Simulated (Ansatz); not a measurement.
# A hypothetical structure for Sm3GaB

This structure for Sm3GaB is made up. Its elements were placed in a known structure type with a cell scaled to their sizes. What cell does the guess relax to, and how far off was it?

Method: DFT, PBEsol, plane-wave PAW, default files, scalar-relativistic, ferromagnetic start, cell and ions relaxed at zero pressure, in the first sound run; inputs show where later runs differ, in Ansatz 0.2.0.

In doubt: a part-filled 4f shell, where there is one, can sit in one of many states, so energies may not be the lowest and differences between runs may mislead; derivatives with an open 4f shell can jump between states, which bears on forces and vibrations.

## Step 1: Set-up

It takes space group Pm-3m (No. 221, cubic). Conventional cell: a = 5.023 Å, b = 5.023 Å, c = 5.023 Å, α = 90.00°, β = 90.00°, γ = 90.00°. Sm has 2 B at 2.51 Å and 4 Ga at 3.55 Å and 8 Sm at 3.55 Å nearest. Nearest to Ga lie 12 Sm at 3.55 Å. Nearest to B lie 6 Sm at 2.51 Å. Farther neighbours are not listed.

## Step 2: Relaxing cell and atoms

The guessed cell has no reason to be at equilibrium. It is relaxed with the atoms, within the space group of the guess.

input.yaml

```yaml
crystal:
  lattice:
    - [5.023, 0.0, 0.0]
    - [0.0, 5.023, 0.0]
    - [0.0, 0.0, 5.023]
  atoms:
    - { symbol: Sm, position: [0.0, 0.5, 0.5], spin: 5.0 }
    - { symbol: Sm, position: [0.5, 0.5, 0.0], spin: 5.0 }
    - { symbol: Sm, position: [0.5, 0.0, 0.5], spin: 5.0 }
    - { symbol: Ga, position: [0.0, 0.0, 0.0] }
    - { symbol: B, position: [0.5, 0.5, 0.5] }
magnetization:
  spin_polarized: true
kpoints:
  mp_grid: { grid: [6, 6, 6] }
scf:
  occupations: { method: fermi_dirac, width: 0.05 }
hamiltonian:
  xc: pbesol
  pseudopotentials: { kind: paw }
relax:
  f_tol: 0.015
  max_steps: 70
  cell: {}
output:
  forces: true
  stress: true
```

On the command line:

```console
ansatz run input.yaml --threads 4 --pin off --max-ram 10240MiB --backend cpu --events-out ev --progress --plain --runs-dir out
```

Numbers of over 12 decimals in the logs are rounded to 6 here.

Output:

```text
Warning: where an SCF of this run starts from atoms to list the orders of its open shells, Sm (sites 0, 1, 2, from 0) starts with 5.22 μB on its 4f shell, in the place of the 5.00 μB that the deck gives it: an open f shell starts with all that it can hold by Hund's first rule. To start from spheres of the given moment, type scf.initial_density.shell_occupations: []
band count auto-derived: 53 (N_el = 64.0; filled up to band 32; 48 by the electrons, moments and atoms)
Engine: ansatz 0.2.0, x86_64-unknown-linux-gnu
Pseudopotentials: kind: paw
Pseudopotential: Sm, paw, valence charge 16, recommended cutoff 420 eV (normal), Sm.paw.azcp
Pseudopotential: Ga, paw, valence charge 13, recommended cutoff 420 eV (normal), Ga.paw.azcp
Pseudopotential: B, paw, valence charge 3, recommended cutoff 420 eV (normal), B.paw.azcp
Functional definition: PBEsol
  exchange = pbesol_x
  correlation = pbesol_c
Crystal: 5 atoms, lattice volume = 126.733 Å³
Basis set: ecut = 420 eV, 2517 PW (Γ), exchange–correlation on 72×72×72 points (8 copies of the dense FFT grid, shifted against one another)
Bands: 53, of which v1, the nominal top of the filled ones, is band 32 counted from 1 (31 counted from 0)
Symmetry: 48 space group operations
Space group: Pm-3m (ITA 221), of the structure as read, at distance tolerance 5.0e-5 Å
Magnetic group: BNS 221.92 (UNI 1594), of the structure as read, at distance tolerance 5.0e-5 Å
k-points: 20 of 216
Non-local potential: Sm, projectors of the file, l = 0: 3, l = 1: 2, l = 2: 2, l = 3: 3
Non-local potential: Ga, projectors of the file, l = 0: 2, l = 1: 2, l = 2: 3, l = 3: 1
Non-local potential: B, projectors of the file, l = 0: 2, l = 1: 2, l = 2: 1
PAW form: soft (Blöchl's): semilocal exchange-correlation on the pseudo side does not see the compensation charge
PAW frozen core: Sm, regenerated for the run's functional, and the local potential with it (the file was generated under x = pbe(κ = 0.804, μ = 0.219515), c = pbe(β = 0.066725))
PAW frozen core: Ga, regenerated for the run's functional, and the local potential with it (the file was generated under x = pbe(κ = 0.804, μ = 0.219515), c = pbe(β = 0.066725))
PAW frozen core: B, regenerated for the run's functional, and the local potential with it (the file was generated under x = pbe(κ = 0.804, μ = 0.219515), c = pbe(β = 0.066725))
PAW one-centre angular grid: Sm, 590 points (default); XC on 64 Gauss nodes
PAW one-centre angular grid: Ga, 590 points (default); XC on 64 Gauss nodes
PAW one-centre angular grid: B, 110 points (default); XC on 64 Gauss nodes
Initial density: superposition of atomic densities (chi_scale 0.1, normalization cell, long waves kept (reshape's long-wave potential 0.00 eV rms))
Starting moments: Σ|m| = 15 μB on 3 of 5 sites
Initial wavefunctions: pseudopotential atomic-orbital guess
Functional: x = pbesol(κ = 0.804, μ = 0.123457), c = pbesol(β = 0.046)
SCF iter   1: F=—  HF=-28331.795917 eV  |F-HF|=—  |Δ(HF+E_count)|=         —  Δρ=3.51e-2 (↑3.16e-2 ↓3.51e-2)  dr2=1.71e1  dr2_m=1.59e-1  M=16.770 μB ∫|m|=16.994 μB  β_m=0.30  ethr=3.10e-3  ⟨swp⟩=5.8  Hψ=7992  notcnv=0  defer=7
Mixer restart at iter 1: flushing history
preconditioner: auto → Kerker (q_TF=auto, 2.435 Å⁻¹)  [metal: Δε(μ)=0.000 eV  Ē_g=11.455 eV  σ=0.050 eV  W_gap=0.00  n_scr=26 (ndim 8)  ℏωp=25.1 eV  f_vac=0.000  D(μ)=38.90/eV (n_scr^D=894)]
spin=Collinear: Kerker preconditioning applied to the charge; magnetization (m = ρ↑ − ρ↓) channel mixes plain (no charge-response kernel on spin).
SCF iter   2: F=—  HF=-28330.094049 eV  |F-HF|=—  |Δ(HF+E_count)|=    1.70e0  Δρ=2.20e-2 (↑2.05e-2 ↓2.20e-2)  dr2=7.20e0  dr2_m=9.20e-2  M=16.756 μB ∫|m|=17.038 μB  β_m=0.54  ethr=3.10e-3  ⟨swp⟩=2.5  Hψ=3697  notcnv=0  defer=215
SCF iter   3: F=—  HF=-28329.516595 eV  |F-HF|=—  |Δ(HF+E_count)|=   5.77e-1  Δρ=1.07e-2 (↑1.07e-2 ↓7.96e-3)  dr2=2.85e-1  dr2_m=4.43e-2  M=17.237 μB ∫|m|=17.332 μB  β_m=0.70  ethr=3.10e-3  ⟨swp⟩=3.0  Hψ=3981  notcnv=0  defer=207
SCF iter   4: F=—  HF=-28329.712200 eV  |F-HF|=—  |Δ(HF+E_count)|=   1.96e-1  Δρ=5.14e-3 (↑5.14e-3 ↓2.75e-3)  dr2=1.22e-1  dr2_m=7.03e-3  M=17.525 μB ∫|m|=17.572 μB  β_m=0.79  ethr=4.45e-4  ⟨swp⟩=3.2  Hψ=4314  notcnv=0  defer=200
SCF iter   5: F=—  HF=-28329.817777 eV  |F-HF|=—  |Δ(HF+E_count)|=   1.06e-1  Δρ=3.70e-3 (↑3.70e-3 ↓1.57e-3)  dr2=4.83e-2  dr2_m=3.26e-3  M=17.924 μB ∫|m|=17.935 μB  β_m=0.82  ethr=1.90e-4  ⟨swp⟩=3.0  Hψ=4364  notcnv=0  defer=200
SCF iter   6: F=—  HF=-28329.844683 eV  |F-HF|=—  |Δ(HF+E_count)|=   2.69e-2  Δρ=1.19e-3 (↑1.19e-3 ↓9.22e-4)  dr2=4.23e-3  dr2_m=2.80e-4  M=18.062 μB ∫|m|=18.072 μB  β_m=0.90  ethr=7.54e-5  ⟨swp⟩=3.0  Hψ=4621  notcnv=0  defer=198
SCF iter   7: F=—  HF=-28329.844169 eV  |F-HF|=—  |Δ(HF+E_count)|=   5.14e-4  Δρ=6.11e-4 (↑6.11e-4 ↓3.86e-4)  dr2=1.25e-3  dr2_m=9.54e-5  M=18.102 μB ∫|m|=18.110 μB  β_m=0.88  ethr=6.61e-6  ⟨swp⟩=2.5  Hψ=3816  notcnv=0  defer=198
SCF iter   8: F=—  HF=-28329.844828 eV  |F-HF|=—  |Δ(HF+E_count)|=   6.59e-4  Δρ=2.02e-4 (↑2.02e-4 ↓1.48e-4)  dr2=1.22e-4  dr2_m=1.39e-5  M=18.135 μB ∫|m|=18.142 μB  β_m=0.94  ethr=1.96e-6  ⟨swp⟩=2.0  Hψ=3810  notcnv=0  defer=198
SCF iter   9: F=—  HF=-28329.844878 eV  |F-HF|=—  |Δ(HF+E_count)|=   5.06e-5  Δρ=7.65e-5 (↑7.65e-5 ↓3.88e-5)  dr2=9.00e-6  dr2_m=1.96e-6  M=18.153 μB ∫|m|=18.159 μB  β_m=0.91  ethr=1.90e-7  ⟨swp⟩=2.1  Hψ=3463  notcnv=0  defer=198
SCF iter  10: F=—  HF=-28329.845311 eV  |F-HF|=—  |Δ(HF+E_count)|=   4.33e-4  Δρ=3.97e-5 (↑3.97e-5 ↓2.58e-5)  dr2=2.86e-6  dr2_m=7.67e-7  M=18.154 μB ∫|m|=18.160 μB  β_m=0.79  ethr=1.41e-8  ⟨swp⟩=2.0  Hψ=3513  notcnv=0  defer=198
SCF iter  11: F=—  HF=-28329.845311 eV  |F-HF|=—  |Δ(HF+E_count)|=   2.35e-8  Δρ=1.41e-5 (↑1.31e-5 ↓1.41e-5)  dr2=5.63e-7  dr2_m=1.36e-7  M=18.155 μB ∫|m|=18.162 μB  β_m=0.90  ethr=4.47e-9  ⟨swp⟩=2.5  Hψ=3310  notcnv=0  defer=198
SCF iter  12: F=—  HF=-28329.845312 eV  |F-HF|=—  |Δ(HF+E_count)|=   4.30e-7  Δρ=4.78e-6 (↑4.42e-6 ↓4.78e-6)  dr2=4.60e-8  dr2_m=1.81e-8  M=18.157 μB ∫|m|=18.163 μB  β_m=0.95  ethr=8.80e-10  ⟨swp⟩=2.0  Hψ=2943  notcnv=0  defer=198
SCF iter  13: F=-28329.845312 eV  HF=-28329.845312 eV  |F-HF|=1.06e-8  |Δ(HF+E_count)|=   1.12e-7  Δρ=2.45e-6 (↑2.45e-6 ↓1.85e-6)  dr2=1.80e-8  dr2_m=2.88e-9  M=18.157 μB ∫|m|=18.164 μB  ethr=7.19e-11  ⟨swp⟩=2.7  Hψ=6936  notcnv=0
SCF 1 converged in 13 iterations: F = -28329.845312 eV  dr2 = 1.80e-8
  greatest PAW one-centre occupation: 0.994 electrons in one spin orbital (limit 2), on the Ga atom at site 3 (counted from 0), in its partial waves of l = 2
[...]
SCF iter   4: F=—  HF=-28329.846120 eV  |F-HF|=—  |Δ(HF+E_count)|=   1.40e-6  Δρ=1.22e-5 (↑1.01e-5 ↓1.22e-5)  dr2=9.98e-8  dr2_m=1.30e-7  M=18.188 μB ∫|m|=18.193 μB  β_m=0.66  ethr=1.27e-9  ⟨swp⟩=2.4  Hψ=3473  notcnv=0
SCF iter   5: F=—  HF=-28329.846120 eV  |F-HF|=—  |Δ(HF+E_count)|=   3.14e-7  Δρ=7.41e-6 (↑7.41e-6 ↓5.10e-6)  dr2=1.56e-7  dr2_m=2.75e-8  M=18.187 μB ∫|m|=18.192 μB  β_m=0.83  ethr=1.56e-10  ⟨swp⟩=2.0  Hψ=3259  notcnv=0
SCF iter   6: F=—  HF=-28329.846120 eV  |F-HF|=—  |Δ(HF+E_count)|=   2.04e-7  Δρ=3.73e-6 (↑3.73e-6 ↓2.46e-6)  dr2=4.18e-8  dr2_m=5.66e-9  M=18.186 μB ∫|m|=18.191 μB  β_m=0.84  ethr=1.56e-10  ⟨swp⟩=2.1  Hψ=3469  notcnv=0
SCF iter   7: F=—  HF=-28329.846120 eV  |F-HF|=—  |Δ(HF+E_count)|=   3.38e-8  Δρ=2.05e-6 (↑2.05e-6 ↓1.09e-6)  dr2=1.20e-8  dr2_m=1.12e-9  M=18.186 μB ∫|m|=18.191 μB  β_m=0.71  ethr=6.52e-11  ⟨swp⟩=2.0  Hψ=3334  notcnv=0
SCF iter   8: F=—  HF=-28329.846120 eV  |F-HF|=—  |Δ(HF+E_count)|=   1.00e-9  Δρ=5.61e-7 (↑5.61e-7 ↓4.24e-7)  dr2=7.28e-10  dr2_m=1.21e-10  M=18.186 μB ∫|m|=18.191 μB  β_m=0.85  ethr=1.88e-11  ⟨swp⟩=2.0  Hψ=3299  notcnv=0
SCF iter   9: F=-28329.846120 eV  HF=-28329.846120 eV  |F-HF|=1.38e-10  |Δ(HF+E_count)|=  4.58e-10  Δρ=3.72e-7 (↑3.72e-7 ↓1.02e-7)  dr2=1.56e-10  dr2_m=4.61e-11  M=18.186 μB ∫|m|=18.191 μB  ethr=1.14e-12  ⟨swp⟩=2.5  Hψ=6492  notcnv=0
SCF 3 converged in 9 iterations: F = -28329.846120 eV  dr2 = 1.56e-10
relax step   3: F+E_penalty+E_count = -28329.84612018 eV  Δ(F+E_penalty+E_count) = -9.380e-5 eV  max|allowed force component| = 8.424e-30 eV/Å  Δτ_max = 0.0000 Å  P = -0.000 GPa  Ω = 127.863 Å³  energy of the carried Pulay correction = -4.034e-4 eV  (9 SCF iters, dr2 threshold 7.37e-9 eV, accepted)
Initial wavefunctions: pseudopotential atomic-orbital guess (no wavefunctions were taken with the density)
iter 1 solved again at ethr=1.75e-8 eV; its pass at ethr=3.10e-3 eV (dr2=1.12e-5 eV) is discarded
SCF iter   1: F=—  HF=-28329.846545 eV  |F-HF|=—  |Δ(HF+E_count)|=         —  Δρ=6.07e-5 (↑6.07e-5 ↓6.07e-5)  dr2=4.46e-7  dr2_m=1.91e-8  M=18.186 μB ∫|m|=18.191 μB  β_m=0.65  ethr=1.75e-8  ⟨swp⟩=4.0  Hψ=15518  notcnv=0
preconditioner: auto → Kerker (q_TF=auto, 2.431 Å⁻¹)  [metal: Δε(μ)=0.004 eV  Ē_g=11.537 eV  σ=0.050 eV  W_gap=0.02  n_scr=26 (ndim 8)  ℏωp=25.0 eV  f_vac=0.000  D(μ)=22.06/eV (n_scr^D=388)]
spin=Collinear: Kerker preconditioning applied to the charge; magnetization (m = ρ↑ − ρ↓) channel mixes plain (no charge-response kernel on spin).
SCF iter   2: F=—  HF=-28329.846549 eV  |F-HF|=—  |Δ(HF+E_count)|=   4.23e-6  Δρ=2.23e-5 (↑2.23e-5 ↓2.19e-5)  dr2=1.01e-7  dr2_m=7.06e-9  M=18.186 μB ∫|m|=18.191 μB  β_m=0.65  ethr=6.96e-10  ⟨swp⟩=2.0  Hψ=2535  notcnv=0
SCF iter   3: F=—  HF=-28329.846550 eV  |F-HF|=—  |Δ(HF+E_count)|=   8.29e-7  Δρ=1.98e-6 (↑1.98e-6 ↓1.95e-6)  dr2=3.84e-9  dr2_m=1.69e-10  M=18.186 μB ∫|m|=18.191 μB  β_m=0.57  ethr=1.57e-10  ⟨swp⟩=2.5  Hψ=3313  notcnv=0
SCF iter   4: F=—  HF=-28329.846550 eV  |F-HF|=—  |Δ(HF+E_count)|=   3.70e-9  Δρ=9.71e-7 (↑9.49e-7 ↓9.71e-7)  dr2=8.82e-10  dr2_m=2.53e-11  M=18.186 μB ∫|m|=18.191 μB  β_m=0.71  ethr=6.00e-12  ⟨swp⟩=2.0  Hψ=3110  notcnv=0
SCF iter   5: F=—  HF=-28329.846554 eV  |F-HF|=—  |Δ(HF+E_count)|=   3.85e-6  Δρ=2.69e-7 (↑2.69e-7 ↓1.75e-7)  dr2=6.52e-11  dr2_m=1.96e-11  M=18.186 μB ∫|m|=18.191 μB  β_m=0.86  ethr=1.38e-12  ⟨swp⟩=2.0  Hψ=3459  notcnv=0
SCF iter   6: F=—  HF=-28329.846554 eV  |F-HF|=—  |Δ(HF+E_count)|=  1.93e-10  Δρ=2.25e-7 (↑2.25e-7 ↓7.29e-8)  dr2=7.04e-11  dr2_m=1.40e-11  M=18.186 μB ∫|m|=18.191 μB  β_m=0.93  ethr=1.00e-12  ⟨swp⟩=1.5  Hψ=2732  notcnv=0
SCF iter   7: F=—  HF=-28329.846554 eV  |F-HF|=—  |Δ(HF+E_count)|=  1.27e-10  Δρ=5.37e-8 (↑5.37e-8 ↓3.21e-8)  dr2=7.66e-12  dr2_m=1.01e-12  M=18.186 μB ∫|m|=18.191 μB  β_m=0.87  ethr=1.00e-12  ⟨swp⟩=1.8  Hψ=2709  notcnv=0
SCF iter   8: F=—  HF=-28329.846554 eV  |F-HF|=—  |Δ(HF+E_count)|=  1.82e-11  Δρ=8.96e-8 (↑8.96e-8 ↓2.13e-8)  dr2=1.32e-11  dr2_m=2.67e-12  M=18.186 μB ∫|m|=18.191 μB  β_m=0.93  ethr=1.00e-12  ⟨swp⟩=1.0  Hψ=2120  notcnv=0
SCF iter   9: F=—  HF=-28329.846554 eV  |F-HF|=—  |Δ(HF+E_count)|=  1.82e-11  Δρ=2.60e-8 (↑2.60e-8 ↓7.36e-9)  dr2=1.02e-12  dr2_m=2.10e-13  M=18.186 μB ∫|m|=18.191 μB  β_m=0.97  ethr=1.00e-12  ⟨swp⟩=1.0  Hψ=2120  notcnv=0
SCF iter  10: F=-28329.846554 eV  HF=-28329.846554 eV  |F-HF|=3.64e-12  |Δ(HF+E_count)|=  3.64e-12  Δρ=4.39e-8 (↑4.39e-8 ↓4.92e-9)  dr2=2.47e-12  dr2_m=5.66e-13  M=18.186 μB ∫|m|=18.191 μB  ethr=1.00e-12  ⟨swp⟩=2.9  Hψ=6055  notcnv=0
SCF 4 converged in 10 iterations: F = -28329.846554 eV  dr2 = 2.47e-12
relax step   4: F+E_penalty+E_count = -28329.84655358 eV  Δ(F+E_penalty+E_count) = -4.334e-4 eV  max|allowed force component| = 1.434e-29 eV/Å  Δτ_max = 0.0000 Å  P = +0.000 GPa  Ω = 127.863 Å³  stress off target by 3.51e-4 GPa  SCF on the basis re-selected at this cell (its energy is not comparable with the rows above)  (10 SCF iters)
basis re-selected at this cell: Δ(F+E_penalty+E_count) = -4.334e-4 eV, ΔP = +0.001 GPa vs the last step (what re-selecting the basis moved, of the pressure what is left beyond the Pulay correction that the steps carried, after the strain that the cell walked since its last selection, with what the two solves' SCF thresholds leave and, on support functions, any second-order correction that the steps lacked; it is no m [...]
SCF converged after 10 iterations
Magnetization: 18.1858 μB (41.0929 up, 22.9071 down)
Absolute magnetization: 18.1888 μB (∫|ρ↑−ρ↓|, with the PAW one-centre terms)
Spin contamination: 0.1898 ħ² per cell (⟨S²⟩ above its minimum at these occupations)
Per-site moments (μB) at R_I (Å): [(5.431904, 1.039064), (5.431904, 1.039064), (5.431904, 1.039064), (0.099255, 1.469458), (0.091201, 1.039064)]
Free energy (F): -28329.846554 eV
Harris-Foulkes:  -28329.846554 eV  (|F-HF|=3.64e-12)
Internal energy: -28329.663593 eV  (E = F + TS)
E sigma→0 (E₀):  -28329.755073 eV
Entropy (-TS):   -0.182960 eV (-36.592 meV/atom)
Fermi energy:    10.618280 eV
--- Per-component energies (eV) ---
  E_band       = -58.938657
  E_kinetic    = 1175.666535
  E_local      = -6522.923381  (includes V_loc(G=0)·N_el)
  E_nonlocal   = 1628.822870
  E_hartree    = 2692.938123
  E_xc         = -628.422494
  E_vxc        = -676.018704  (∫ρ·V_xc dr)
  E_paw        = -20395.673105  (= ΣΔE_a)
  E_vpaw       = -1050.361991  (= ΣTr[D̂ρ^β])
  E_aug_tail   = -0.000118  (compensation charges beyond the density's cutoff)
  E_ewald      = -6282.484986
  E_core_change = 2.412963  (= ΣΔE_core)
  E_smearing   = -0.182960  (= −TS)
  E_closure    = -0.000000  (closes the sum)
  Σ components = -28329.846554   (vs F -28329.846554, Δ=0.00e0)
--- Forces (eV/Å), atoms counted from 1 ---
  atom   1  Sm     0.00000000    -0.00000000    -0.00000000
  atom   2  Sm     0.00000000     0.00000000     0.00000000
  atom   3  Sm    -0.00000000     0.00000000    -0.00000000
  atom   4  Ga    -0.00000000     0.00000000    -0.00000000
  atom   5  B     -0.00000000    -0.00000000     0.00000000
  max |Σ_I F_I| component: 1.25e-29 eV/Å
--- Stress (GPa, compression-positive) ---
        0.000351      -0.000000       0.000000
       -0.000000       0.000351      -0.000000
        0.000000      -0.000000       0.000351
  P = ⅓ Tr σ = 0.0004 GPa (0.004 kbar)
--- Relaxed structure (3 steps of the walk, 3 accepted, 1 SCFs on fresh bases) ---
  F+E_penalty+E_count = -28329.84655358 eV   max|allowed force component| = 1.434e-29 eV/Å   (the final SCF, on the basis selected at the relaxed cell)
  cell:  # Å, volume = 127.8630 Å³
    - [5.037886, 0, 0]
    - [0, 5.037886, 0]
    - [0, 0, 5.037886]
  atoms:
    - { symbol: Sm, position: [0, 0.5, 0.5] }
    - { symbol: Sm, position: [0.5, 0.5, 0] }
    - { symbol: Sm, position: [0.5, 0, 0.5] }
    - { symbol: Ga, position: [0, 0, 0] }
    - { symbol: B, position: [0.5, 0.5, 0.5] }
```

Run time: 20 s. Hardware: 4 threads of Intel Xeon Platinum 8488C (Sapphire Rapids), shared host; peak memory 0.72 GiB.

The steps of the relaxation:

```
step  energy less that of the first step (eV)  largest force component (eV/Å)  pressure (GPa)  volume (Å³)
   1                                   0.0000                          0.0000            0.35       126.73
   2                                  -0.0007                          0.0000           -0.05       128.04
   3                                  -0.0008                          0.0000            0.00       127.86
  4*                                  -0.0012                          0.0000            0.00       127.86
```

Relaxation steps marked * repeat the geometry before them on a plane-wave basis chosen anew for their cell, so energy and pressure can jump there.

The run keeps the 48 symmetry operations that it works with, so distortions that break them were not tested.

```
conventional cell, symmetrised  before  after  change
                         a (Å)   5.023  5.038  +0.3 %
                         b (Å)   5.023  5.038  +0.3 %
                         c (Å)   5.023  5.038  +0.3 %
              volume (Å³/atom)   25.35  25.57  +0.9 %
```

The relaxed structure:

```xyz
5
Lattice="5.0379 0.0000 0.0000 0.0000 5.0379 0.0000 0.0000 0.0000 5.0379" Properties=species:S:1:pos:R:3 pbc="T T T"
Sm    0.0000    2.5189    2.5189
Sm    2.5189    2.5189    0.0000
Sm    2.5189    0.0000    2.5189
Ga    0.0000    0.0000    0.0000
B     2.5189    2.5189    2.5189
```

Numbers from this step:

```
free energy             : -28329.8466 eV
energy at zero smearing : -28329.7551 eV
smearing term TS        : 0.1830 eV
Fermi energy            : 10.62 eV
magnetization           : 18.19 μB
absolute magnetization  : 18.19 μB
site moments            : 5.432, 5.432, 5.432, 0.09925, 0.09120 μB
electrons               : 64
symmetry operations     : 48
pressure                : 3.51e-4 GPa
```

Site moment by atom:

```
atom  site moment (μB)
 Sm1              5.43
 Sm2              5.43
 Sm3              5.43
 Ga4              0.10
  B5              0.09
```

Shortest distances by pair of elements, guess and relaxed (not always the same contact):

```
 pair  guess (Å)  relaxed (Å)
 B–Sm      2.511        2.519
Sm–Sm      3.552        3.562
Ga–Sm      3.552        3.562
 B–Ga      4.350        4.363
Ga–Ga      5.023        5.038
```

The relaxation ends with a pressure of 0.00 GPa.

(Part 1 of 2 ends here.)

[Logs are printed without paths, hosts, clocks, repeated set-up lines and the standing remarks that a program may print on its own settings, such as how far it seeks lower states.]

[Hosts, paths, dates, database ids (printed as entryN), source tags and the programs' standing remarks are cut or masked in the printed files.]
